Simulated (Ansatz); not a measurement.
Reflectivity of Ag (Fm-3m) at normal incidence (Ansatz, PBE, independent particles, without spin-orbit coupling, line width 0.1 eV (Gaussian), carrier damping 0.03 eV):

```json
{"E (eV)": "1.00", "R (%)": "99.3"}
{"E (eV)": "1.25", "R (%)": "99.2"}
{"E (eV)": "1.50", "R (%)": "99.2"}
{"E (eV)": "1.75", "R (%)": "99.1"}
{"E (eV)": "2.00", "R (%)": "99.0"}
{"E (eV)": "2.25", "R (%)": "98.8"}
{"E (eV)": "2.50", "R (%)": "98.4"}
{"E (eV)": "2.75", "R (%)": "94.5"}
{"E (eV)": "3.00", "R (%)": "19.8"}
{"E (eV)": "3.25", "R (%)": "25.3"}
{"E (eV)": "3.50", "R (%)": "26.6"}
{"E (eV)": "3.75", "R (%)": "31.2"}
{"E (eV)": "4.00", "R (%)": "36.6"}
{"E (eV)": "4.25", "R (%)": "36.7"}
{"E (eV)": "4.50", "R (%)": "37.7"}
{"E (eV)": "4.75", "R (%)": "37.2"}
{"E (eV)": "5.00", "R (%)": "36.4"}
```

Question: What colour would a polished face show in daylight?

Answer: Faintly yellow-green: CIE x = 0.322, y = 0.349, luminous reflectivity 99 % under D65, from the mean over the axes.

[Logs are printed without paths, hosts, clocks, repeated set-up lines and the standing remarks that a program may print on its own settings, such as how far it seeks lower states.]
